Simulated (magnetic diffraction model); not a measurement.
# Ba₃Ca₂Cr₂Sb₆ below its ordering temperature

Space group Pbam (no. 55), a = 12.5060 Å, b = 14.6230 Å, c = 4.6940 Å.

```
site  atom       x       y    z
  2a    Ba     1/2     1/2    0
  4g    Ba  0.3218  0.0132    0
  4g    Sb  0.3361  0.3357    0
  4h    Sb  0.3469  0.5952  1/2
  4h    Sb  0.5358  0.0980  1/2
  4h    Cr  0.3360  0.2106  1/2
  4g    Ca  0.0913  0.2515    0
```

The compound is invented for this exercise: a known structure type with other elements, its cell scaled to their sizes and not relaxed.

Only Cr is taken to order (form factors of Cr2+); orders and moment sizes are assumed, and not adapted to the symmetry. Radiation: neutrons of λ = 2.0775 Å, 8° to 35°; isotropic B of 0.27 Å² (Ba), 0.33 Å² (Sb), 0.38 Å² (Cr) and 0.46 Å² (Ca). Simulated constant-wavelength pattern: nuclear and magnetic terms add, the magnetic one as |2.695 fm × Σ f S⊥ exp(2πi Q·r) exp(−B s²)|², summed over all Q at one angle with the factor 1/(sin²θ cos θ). For collinear order S is the moment m, which repeats by lattice and centring translations R with the sign exp(−2πi k·R). Free-ion form factors, Sears's scattering lengths of 1992, no absorption; a label names one of the reflections at its angle. The strongest nuclear line in the range is 100, and lines under 0.2 are left out.

Above the ordering temperature:

| 2θ (°) | index | I |
| --- | --- | --- |
| 12.55 | (1 1 0) | 1.2 |
| 16.34 | (0 2 0) | 1.1 |
| 18.94 | (1 2 0) | 2.4 |
| 20.82 | (2 1 0) | 1.6 |
| 25.25 | (2 2 0) | 1.8 |
| 25.57 | (0 0 1) | 5.7 |
| 28.58 | (1 1 1) | 30.9 |
| 30.03 | (3 1 0) | 5.4 |
| 31.35 | (2 3 0) | 14.9 |
| 32.02 | (1 2 1) | 100.0 |
| 32.13 | (2 0 1) | 5.5 |
| 33.02 | (0 4 0) | 2.3 |
| 33.20 | (2 1 1) | 3.3 |
| 33.34 | (3 2 0) | 4.1 |
| 34.44 | (1 4 0) | 18.8 |

Below it (cell unchanged):

```tsv
2θ (°)	I
12.55	1.2
14.18	2.8
16.34	1.1
18.31	6.5
18.94	2.4
19.62	5.8
20.82	1.6
22.82	1.3
24.63	1.8
25.25	1.8
25.57	5.7
27.53	2.5
28.19	5.2
28.58	30.9
29.94	3.0
30.03	5.4
31.35	14.9
31.96	3.0
32.02	100.0
32.13	5.5
33.02	2.3
33.20	3.3
33.34	4.1
34.29	1.0
34.44	18.8
```

**Question.** Find the propagation vector, then choose among these models:
A. collinear moments along [001], 1.15 μB on Cr; signs + at (0.3360, 0.2106, 1/2), − at (0.8360, 0.2894, 1/2), − at (0.1640, 0.7106, 1/2), + at (0.6640, 0.7894, 1/2)
B. collinear moments along [100], 1.15 μB on Cr; signs + at (0.3360, 0.2106, 1/2), − at (0.8360, 0.2894, 1/2), + at (0.1640, 0.7106, 1/2), − at (0.6640, 0.7894, 1/2)
C. collinear moments along [001], 1.15 μB on Cr; signs + at (0.3360, 0.2106, 1/2), − at (0.8360, 0.2894, 1/2), + at (0.1640, 0.7106, 1/2), − at (0.6640, 0.7894, 1/2)
D. collinear moments along [100], 1.15 μB on Cr; signs + at (0.3360, 0.2106, 1/2), − at (0.8360, 0.2894, 1/2), − at (0.1640, 0.7106, 1/2), + at (0.6640, 0.7894, 1/2)

The new lines index as (1/2 1/2 1/2) at 14.18°, (1/2 3/2 1/2) at 18.31°, (3/2 -1/2 1/2) at 19.62° and (3/2 3/2 1/2) at 22.82°, that is as H ± k with k = (1/2 1/2 1/2). Half indices mean that the moments reverse under translations with k·R a half-integer, and the magnetic cell has twice the primitive volume.

Magnetic intensity, observed (below minus above) and for each model:

| 2θ (°) | index | observed | A | B | C | D |
| --- | --- | --- | --- | --- | --- | --- |
| 14.18 | (1/2 1/2 1/2) | 2.8 | 2.8 | 16.5 | 3.6 | 12.8 |
| 18.31 | (1/2 3/2 1/2) | 6.5 | 6.5 | 5.7 | 3.2 | 11.8 |
| 19.62 | (3/2 -1/2 1/2) | 5.8 | 5.8 | 2.8 | 3.5 | 4.7 |
| 22.82 | (3/2 3/2 1/2) | 1.3 | 1.3 | 5.7 | 6.5 | 1.1 |
| 24.63 | (1/2 5/2 1/2) | 1.8 | 1.8 | 6.7 | 5.1 | 2.3 |
| 28.19 | (3/2 -5/2 1/2) | 5.2 | 5.2 | <0.2 | <0.2 | 4.8 |
| 31.96 | (1/2 7/2 1/2) | 3.0 | 3.0 | 1.1 | 1.0 | 3.5 |
| 34.83 | (3/2 -7/2 1/2) | <0.2 | <0.2 | 3.1 | 3.2 | <0.2 |

Model A matches.

The structure used: k = (1/2 1/2 1/2), collinear moments along [001], 1.15 μB on Cr; signs + at (0.3360, 0.2106, 1/2), − at (0.8360, 0.2894, 1/2), − at (0.1640, 0.7106, 1/2), + at (0.6640, 0.7894, 1/2).

[Logs are printed without paths, hosts, clocks, repeated set-up lines and the standing remarks that a program may print on its own settings, such as how far it seeks lower states.]
